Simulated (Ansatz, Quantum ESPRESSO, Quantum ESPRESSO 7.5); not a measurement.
## Ballistic transmission: vacuum gap of 6.0 Å between two Cu(111) faces

Wanted: the transmission near the Fermi level and the conductance of this junction: vacuum gap of 6.0 Å between two Cu(111) faces.

Program: Quantum ESPRESSO 7.5. Level of theory: plane-wave DFT, PBE, GBRV ultrasoft pseudopotentials (cross-check by Ansatz 0.2.0 with PAW datasets). Results are calculated unless marked as measured.

**1. The structure**

The cell holds 12 atoms: 12 Cu. Cell: a = 2.574 Å, b = 2.574 Å, c = 29.117 Å, α = 90.0°, β = 90.0°, γ = 60.0°. It derives from Cu. Regions: left lead, 6 atoms (6 Cu); right lead, 6 atoms (6 Cu). The structure is stacked along c, and the current runs across the ab planes.

**2. SCF with pw.x**

One periodic cell holds a stretch of lead, the junction and more lead; the atoms stay as built.

scf.in reads:

```
&control
  prefix = 'scf'
  outdir = './out'
  pseudo_dir = './pseudo'
  calculation = 'scf'
  tprnfor = .true.
/
&system
  ibrav = 0
  nat = 12
  ntyp = 1
  ecutwfc = 40
  ecutrho = 200
  occupations = 'smearing'
  smearing = 'mv'
  degauss = 0.01
/
&electrons
  conv_thr = 1e-07
  mixing_beta = 0.25
  electron_maxstep = 120
  mixing_mode = 'local-TF'
/
ATOMIC_SPECIES
  Cu  63.5460  cu_pbe_v1.2.uspp.F.UPF
CELL_PARAMETERS angstrom
  2.57386868351903 0.00000000000000 0.00000000000000
  1.28693434175952 2.22903566593269 0.00000000000000
  0.00000000000000 0.00000000000000 29.11710477835262
ATOMIC_POSITIONS crystal
  Cu  0.000000000000 0.000000000000 0.000000000000
  Cu  0.333333333000 0.333333333000 0.072175959658
  Cu  0.666666667000 0.666666667000 0.144351919317
  Cu  0.000000000000 0.000000000000 0.216527878975
  Cu  0.333333333000 0.333333333000 0.288703838633
  Cu  0.666666667000 0.666666667000 0.360879798292
  Cu  0.000000000000 0.000000000000 0.566944242050
  Cu  0.333333333000 0.333333333000 0.639120201708
  Cu  0.666666667000 0.666666667000 0.711296161367
  Cu  0.000000000000 0.000000000000 0.783472121025
  Cu  0.333333333000 0.333333333000 0.855648080683
  Cu  0.666666667000 0.666666667000 0.927824040342
K_POINTS automatic
  11 11 1 0 0 0
```

The run is started by

```console
$ OMP_NUM_THREADS=1 mpirun -n 4 pw.x -nk 4 -in scf.in > scf.out
```

What it wrote:

```text
Program PWSCF v.7.5 starts
[citation notice left out]

     Parallel version (MPI & OpenMP), running on       4 processor cores
     Number of MPI processes:                 4
     Threads/MPI process:                     1

     MPI processes distributed on     1 nodes
[...]
Current dimensions of program PWSCF are:
     Max number of different atomic species (ntypx) = 10
     Max number of k-points (npk) =  40000
     Max angular momentum in pseudopotentials (lmaxx) =  4
     Message from routine setup:
     using ibrav=0 with symmetry is DISCOURAGED, use correct ibrav instead

     K-points division:     npool     =       4
     Subspace diagonalization in iterative solution of the eigenvalue problem:
     a serial algorithm will be used

     G-vector sticks info
     --------------------
     sticks:   dense  smooth     PW     G-vecs:    dense   smooth      PW
     Sum         313     253     85                53467    38441    7375

     Using Slab Decomposition

     bravais-lattice index     =            0
     lattice parameter (alat)  =       4.8639  a.u.
     unit-cell volume          =    1127.3225 (a.u.)^3
     number of atoms/cell      =           12
     number of atomic types    =            1
     number of electrons       =       228.00
     number of Kohn-Sham states=          137
     kinetic-energy cutoff     =      40.0000  Ry
     charge density cutoff     =     200.0000  Ry
     scf convergence threshold =      1.0E-07
     mixing beta               =       0.2500
     number of iterations used =            8  local-TF  mixing
     Exchange-correlation= SLA  PW   PBE  PBE
                           (   1   4   3   4   0   0   0)

     celldm(1)=   4.863907  celldm(2)=   0.000000  celldm(3)=   0.000000
     celldm(4)=   0.000000  celldm(5)=   0.000000  celldm(6)=   0.000000

     crystal axes: (cart. coord. in units of alat)
               a(1) = (   1.000000   0.000000   0.000000 )
               a(2) = (   0.500000   0.866025   0.000000 )
               a(3) = (   0.000000   0.000000  11.312584 )

     reciprocal axes: (cart. coord. in units 2 pi/alat)
               b(1) = (  1.000000 -0.577350  0.000000 )
               b(2) = (  0.000000  1.154701  0.000000 )
               b(3) = (  0.000000  0.000000  0.088397 )

     PseudoPot. # 1 for Cu read from file:
     ./pseudo/cu_pbe_v1.2.uspp.F.UPF
     Pseudo is Ultrasoft + core correction, Zval = 19.0
     Generated by new atomic code, or converted to UPF format
     Using radial grid of  867 points,  6 beta functions with:
                l(1) =   0
                l(2) =   0
                l(3) =   1
                l(4) =   1
                l(5) =   2
                l(6) =   2
     Q(r) pseudized with  8 coefficients,  rinner =    1.150   1.150   1.150
                                                       1.150   1.150

     atomic species   valence    mass     pseudopotential
     Cu               19.00    63.54600     Cu( 1.00)

      6 Sym. Ops. (no inversion) found

   Cartesian axes

     site n.     atom                  positions (alat units)
         1        Cu     tau(   1) = (   0.0000000   0.0000000   0.0000000  )
         2        Cu     tau(   2) = (   0.5000000   0.2886751   0.8164966  )
         3        Cu     tau(   3) = (   1.0000000   0.5773503   1.6329932  )
         4        Cu     tau(   4) = (   0.0000000   0.0000000   2.4494897  )
         5        Cu     tau(   5) = (   0.5000000   0.2886751   3.2659863  )
         6        Cu     tau(   6) = (   1.0000000   0.5773503   4.0824829  )
         7        Cu     tau(   7) = (   0.0000000   0.0000000   6.4136042  )
         8        Cu     tau(   8) = (   0.5000000   0.2886751   7.2301007  )
         9        Cu     tau(   9) = (   1.0000000   0.5773503   8.0465973  )
        10        Cu     tau(  10) = (   0.0000000   0.0000000   8.8630939  )
        11        Cu     tau(  11) = (   0.5000000   0.2886751   9.6795905  )
        12        Cu     tau(  12) = (   1.0000000   0.5773503  10.4960871  )

     number of k points=    16  Marzari-Vanderbilt smearing, width (Ry)=  0.0100
                       cart. coord. in units 2pi/alat
        k(    1) = (   0.0000000   0.0000000   0.0000000), wk =   0.0165289
        k(    2) = (   0.0000000   0.1049728   0.0000000), wk =   0.0991736
        k(    3) = (   0.0000000   0.2099456   0.0000000), wk =   0.0991736
        k(    4) = (   0.0000000   0.3149183   0.0000000), wk =   0.0991736
        k(    5) = (   0.0000000   0.4198911   0.0000000), wk =   0.0991736
        k(    6) = (   0.0000000   0.5248639   0.0000000), wk =   0.0991736
        k(    7) = (   0.0909091   0.1574592   0.0000000), wk =   0.0991736
        k(    8) = (   0.0909091   0.2624319   0.0000000), wk =   0.1983471
        k(    9) = (   0.0909091   0.3674047   0.0000000), wk =   0.1983471
        k(   10) = (   0.0909091   0.4723775   0.0000000), wk =   0.1983471
[...]
k(   16) = (   0.2727273  -0.5773503   0.0000000), wk =   0.0991736

     Dense  grid:    53467 G-vectors     FFT dimensions: (  24,  24, 250)

     Smooth grid:    38441 G-vectors     FFT dimensions: (  20,  20, 225)

     Estimated max dynamical RAM per process >     163.65 MB

     Estimated total dynamical RAM >     615.42 MB

     Check: negative core charge=   -0.000001

     Initial potential from superposition of free atoms

     starting charge     216.0000, renormalised to     228.0000
     Starting wfcs are  156 randomized atomic wfcs

     total cpu time spent up to now is        2.0 secs

     per-process dynamical memory:    97.3 Mb

     Self-consistent Calculation

     iteration #  1     ecut=    40.00 Ry     beta= 0.25
     Davidson diagonalization with overlap
     ethr =  1.00E-02,  avg # of iterations =  4.6

     negative rho (up, down):  2.886E-07 0.000E+00

     total cpu time spent up to now is        9.9 secs

     total energy              =   -4844.02805242 Ry
     estimated scf accuracy    <      75.83287970 Ry

     iteration #  2     ecut=    40.00 Ry     beta= 0.25
[...]
negative rho (up, down):  2.718E-04 0.000E+00

[...]
total energy              =   -4842.54994626 Ry
     estimated scf accuracy    <      14.62801095 Ry

     iteration #  3     ecut=    40.00 Ry     beta= 0.25
[...]
negative rho (up, down):  2.403E-05 0.000E+00

[...]
total energy              =   -4845.25687505 Ry
     estimated scf accuracy    <       0.06339661 Ry

[...]
10.0740  10.0786  10.0865  10.0986  10.1059  10.1120  10.1173  10.1416
    10.1546  10.1637  10.1760  10.1852  10.1896  10.2150  10.2292  10.2360
    10.2550  10.3339  10.3863  10.4202  10.4890  10.4904  10.5930  10.6728
    10.6782  10.7349  10.7441  10.7995  10.8129  10.8584  10.8636  10.9076
    10.9371  10.9704  11.0332  11.0559  11.0790  11.1577  11.1610  11.2582
    11.2740  11.3453  11.4240  11.4281  11.4969  11.8461  12.3124  13.0836
    13.1266  17.1489  17.4711  19.1082  19.4725  21.9361  22.2176  25.1656
    25.3029  28.5168  28.9070  30.5665  30.7218  30.9857  31.3467  31.7087
    32.0842

          k = 0.0000 0.2099 0.0000 (  4799 PWs)   bands (ev):

   -99.5465 -99.5464 -99.5434 -99.5430 -99.5397 -99.5389 -99.5368 -99.5327
   -99.5046 -99.5046 -99.1935 -99.1935 -56.9702 -56.9661 -56.9560 -56.9453
   -56.9361 -56.9294 -56.9232 -56.9209 -56.9186 -56.9152 -56.9110 -56.9090
   -56.9081 -56.9080 -56.9077 -56.9041 -56.9031 -56.9015 -56.8969 -56.8950
   -56.8947 -56.8924 -56.8885 -56.8869 -56.8856 -56.8850 -56.8765 -56.8765
   -56.8624 -56.8624 -56.5888 -56.5888 -56.5724 -56.5724 -56.5541 -56.5541
     4.7674   4.9329   5.2121   5.5887   6.0478   6.5751   7.1260   7.6701
     8.1081   8.3917   8.5233   8.5481   9.3770   9.4463   9.5285   9.5616
     9.5879   9.6400   9.6533   9.7234   9.7536   9.7991   9.8160   9.8856
     9.9510  10.0100  10.0464  10.1037  10.1578  10.1644  10.1757  10.1768
    10.1964  10.2261  10.2603  10.3069  10.3156  10.3390  10.3443  10.3812
    10.4008  10.4015  10.4302  10.4811  10.4849  10.5314  10.5405  10.6113
    10.6183  10.6882  10.6960  10.7611  10.7641  10.8362  10.8561  10.9009
    10.9545  10.9721  11.0054  11.0725  11.1385  11.1659  11.2670  11.3574
    11.3827  11.4290  11.4356  11.6857  12.0935  12.6751  13.3373  14.2659
    14.4339  17.5229  17.9912  19.7606  20.0205  22.5733  22.8218  25.7592
    25.8588  26.2688  26.4824  26.7274  27.0389  27.5239  28.0858  28.7270
    29.1597

          k = 0.0000 0.3149 0.0000 (  4796 PWs)   bands (ev):

   -99.5434 -99.5433 -99.5407 -99.5405 -99.5376 -99.5372 -99.5348 -99.5311
   -99.5024 -99.5024 -99.1912 -99.1912 -56.9639 -56.9614 -56.9565 -56.9534
   -56.9491 -56.9465 -56.9433 -56.9403 -56.9338 -56.9319 -56.9274 -56.9195
   -56.9144 -56.9141 -56.9133 -56.9100 -56.9087 -56.9069 -56.9023 -56.9005
   -56.8994 -56.8986 -56.8977 -56.8971 -56.8916 -56.8913 -56.8838 -56.8837
   -56.8677 -56.8677 -56.6098 -56.6098 -56.5777 -56.5777 -56.5519 -56.5519
     5.9508   6.0971   6.3420   6.6657   7.0486   7.4697   7.8827   8.2629
     8.5627   8.7777   8.9148   8.9490   9.0575   9.1093   9.1859   9.2818
     9.3906   9.5035   9.5656   9.6025   9.6468   9.7090   9.7187   9.7631
     9.8410   9.9611  10.0518  10.1130  10.1488  10.1664  10.1705  10.2106
    10.2189  10.2718  10.3051  10.3360  10.3866  10.4083  10.4645  10.4726
    10.5104  10.5854  10.6431  10.7021  10.7547  10.7608  10.7994  10.8073
    10.8370  10.8469  10.8570  10.8864  10.9472  10.9472  11.0063  11.0571
    11.0952  11.1068  11.1558  11.1895  11.2034  11.2762  11.3616  11.3698
    11.4384  11.4490  11.7399  12.2289  12.8503  13.6464  14.5028  15.6073
    16.0804  18.2784  18.9013  20.7562  20.9082  22.1106  22.5187  22.7756
    23.1252  23.5599  23.6485  24.0782  24.1651  24.8191  25.5392  26.3400
    26.6664

          k = 0.0000 0.4199 0.0000 (  4828 PWs)   bands (ev):

   -99.5404 -99.5403 -99.5383 -99.5382 -99.5359 -99.5358 -99.5328 -99.5298
   -99.5003 -99.5003 -99.1890 -99.1890 -56.9722 -56.9711 -56.9686 -56.9668
   -56.9638 -56.9610 -56.9582 -56.9519 -56.9441 -56.9386 -56.9312 -56.9255
   -56.9200 -56.9199 -56.9197 -56.9154 -56.9139 -56.9137 -56.9094 -56.9073
   -56.9066 -56.9039 -56.9026 -56.9013 -56.8956 -56.8955 -56.8863 -56.8862
   -56.8725 -56.8725 -56.6290 -56.6290 -56.5826 -56.5826 -56.5499 -56.5499
     7.2651   7.3611   7.5150   7.6981   7.8861   8.0666   8.2363   8.4115
     8.5924   8.7734   8.8137   8.8563   8.9170   8.9504   8.9970   9.0689
     9.1956   9.3305   9.4733   9.6267   9.7823   9.8698   9.9320   9.9846
    10.0146  10.0481  10.0636  10.0731  10.1098  10.1318  10.1650  10.2299
    10.2500  10.3281  10.3543  10.4990  10.5425  10.6537  10.7534  10.8058
    10.9000  10.9416  11.0054  11.0483  11.1269  11.1359  11.1464  11.1614
    11.1875  11.1915  11.2137  11.2227  11.2540  11.2627  11.2669  11.2745
    11.2998  11.3718  11.3837  11.4170  11.4200  11.4437  11.4562  11.5235
    11.5246  11.7705  12.3587  13.0768  13.8950  14.8217  15.7873  16.8515
    17.8197  18.3704  18.6166  18.9473  19.4090  19.8350  20.2915  20.9196
    21.0431  21.4348  22.0422  22.4026  22.7487  23.0431  23.6971  24.5428
    24.9840

          k = 0.0000 0.5249 0.0000 (  4822 PWs)   bands (ev):

   -99.5384 -99.5384 -99.5369 -99.5368 -99.5351 -99.5351 -99.5313 -99.5292
   -99.4990 -99.4990 -99.1877 -99.1877 -56.9828 -56.9820 -56.9769 -56.9755
   -56.9748 -56.9729 -56.9671 -56.9648 -56.9407 -56.9405 -56.9296 -56.9258
   -56.9234 -56.9231 -56.9204 -56.9186 -56.9185 -56.9169 -56.9137 -56.9102
   -56.9094 -56.9066 -56.9052 -56.9039 -56.8983 -56.8979 -56.8877 -56.8876
   -56.8753 -56.8753 -56.6404 -56.6403 -56.5855 -56.5855 -56.5488 -56.5488
     7.9453   8.0308   8.1665   8.1955   8.2463   8.3094   8.3334   8.4023
     8.5149   8.6572   8.6790   8.7269   8.7999   8.8481   8.8861   8.9609
     9.0885   9.2411   9.4233   9.6254   9.7987   9.9119   9.9664   9.9839
    10.0085  10.0257  10.0676  10.0718  10.1779  10.2291  10.2625  10.3137
    10.4741  10.5085  10.5686  10.6494  10.8175  10.8296  10.9360  11.0051
    11.1187  11.1589  11.2773  11.2814  11.3445  11.3512  11.3537  11.3543
    11.3598  11.3689  11.3817  11.4006  11.4180  11.4303  11.4529  11.4662
    11.4811  11.5033  11.7074  11.7074  11.8324  12.1950  12.5264  12.7850
    12.9724  13.1828  13.5435  14.0437  14.5442  14.9598  15.2075  15.3378
    16.8179  17.0339  17.3790  17.8370  18.2603  18.7196  19.3183  19.9862
    20.2143  20.7808  20.8722  21.5970  22.0612  22.6178  22.9054  23.4345
    24.2630

[...]
the Fermi energy is    12.9735 ev

!    total energy              =   -4845.32015367 Ry
     estimated scf accuracy    <       0.00000008 Ry
     smearing contrib. (-TS)   =       0.00060766 Ry
     internal energy E=F+TS    =   -4845.32076133 Ry

     The total energy is F=E-TS. E is the sum of the following terms:
     one-electron contribution =   -8688.98139818 Ry
     hartree contribution      =    4456.99290489 Ry
     xc contribution           =    -465.57724387 Ry
     ewald contribution        =    -147.75502417 Ry

     convergence has been achieved in  15 iterations

     Forces acting on atoms (cartesian axes, Ry/au):

     atom    1 type  1   force =     0.00000000    0.00000000    0.00141452
     atom    2 type  1   force =     0.00000000    0.00000000   -0.00148872
     atom    3 type  1   force =     0.00000000    0.00000000    0.00065434
     atom    4 type  1   force =     0.00000000    0.00000000    0.00098203
     atom    5 type  1   force =     0.00000000    0.00000000    0.00266720
     atom    6 type  1   force =     0.00000000    0.00000000   -0.00474364
     atom    7 type  1   force =     0.00000000    0.00000000    0.00474832
     atom    8 type  1   force =     0.00000000    0.00000000   -0.00266902
     atom    9 type  1   force =     0.00000000    0.00000000   -0.00099055
     atom   10 type  1   force =     0.00000000    0.00000000   -0.00065527
     atom   11 type  1   force =     0.00000000    0.00000000    0.00149075
     atom   12 type  1   force =     0.00000000    0.00000000   -0.00140995

     Total force =     0.008397     Total SCF correction =     0.000710

[...]
=------------------------------------------------------------------------------=
   JOB DONE.
=------------------------------------------------------------------------------=
```

The job ended after 94 s (4 MPI ranks of Arm Neoverse V2, shared host; peak memory 0.78 GiB).

Read from the output:

* free energy: -65923.9391 eV
* Fermi energy: 12.97 eV

The program's own clock; routines nest. Time by routine:

| routine | wall time (s) | calls |
| --- | --- | --- |
| PWSCF | 93.16 | 1 |
| electrons | 90.12 | 1 |
| c_bands | 80.8 | 15 |
| cegterg | 75.15 | 60 |
| h_psi | 29.74 | 293 |
| fftw | 15.36 | 50818 |
| vloc_psi | 15.26 | 293 |
| calbec | 10.37 | 369 |
| add_vuspsi | 7.04 | 293 |
| s_psi | 7.02 | 293 |
| h_psi:calbec | 7 | 293 |
| sum_band | 6.77 | 15 |
| cdiaghg | 6.27 | 289 |
| init_run | 1.96 | 1 |

The run needed 15 iterations to bring the estimated error under 1e-07 Ry; the largest force on any atom, held or free, is 0.12 eV/Å.

(Part 1 of 3 ends here.)

[Logs are printed without paths, hosts, clocks, repeated set-up lines and the standing remarks that a program may print on its own settings, such as how far it seeks lower states.]

[Hosts, paths, dates, database ids (printed as entryN), source tags and the programs' standing remarks are cut or masked in the printed files.]

[Maps of the electrostatic potential energy from Ansatz leave out the sawtooth potential of an applied field or a dipole correction, so their vacuum need not be flat; planar profiles and work functions include it.]
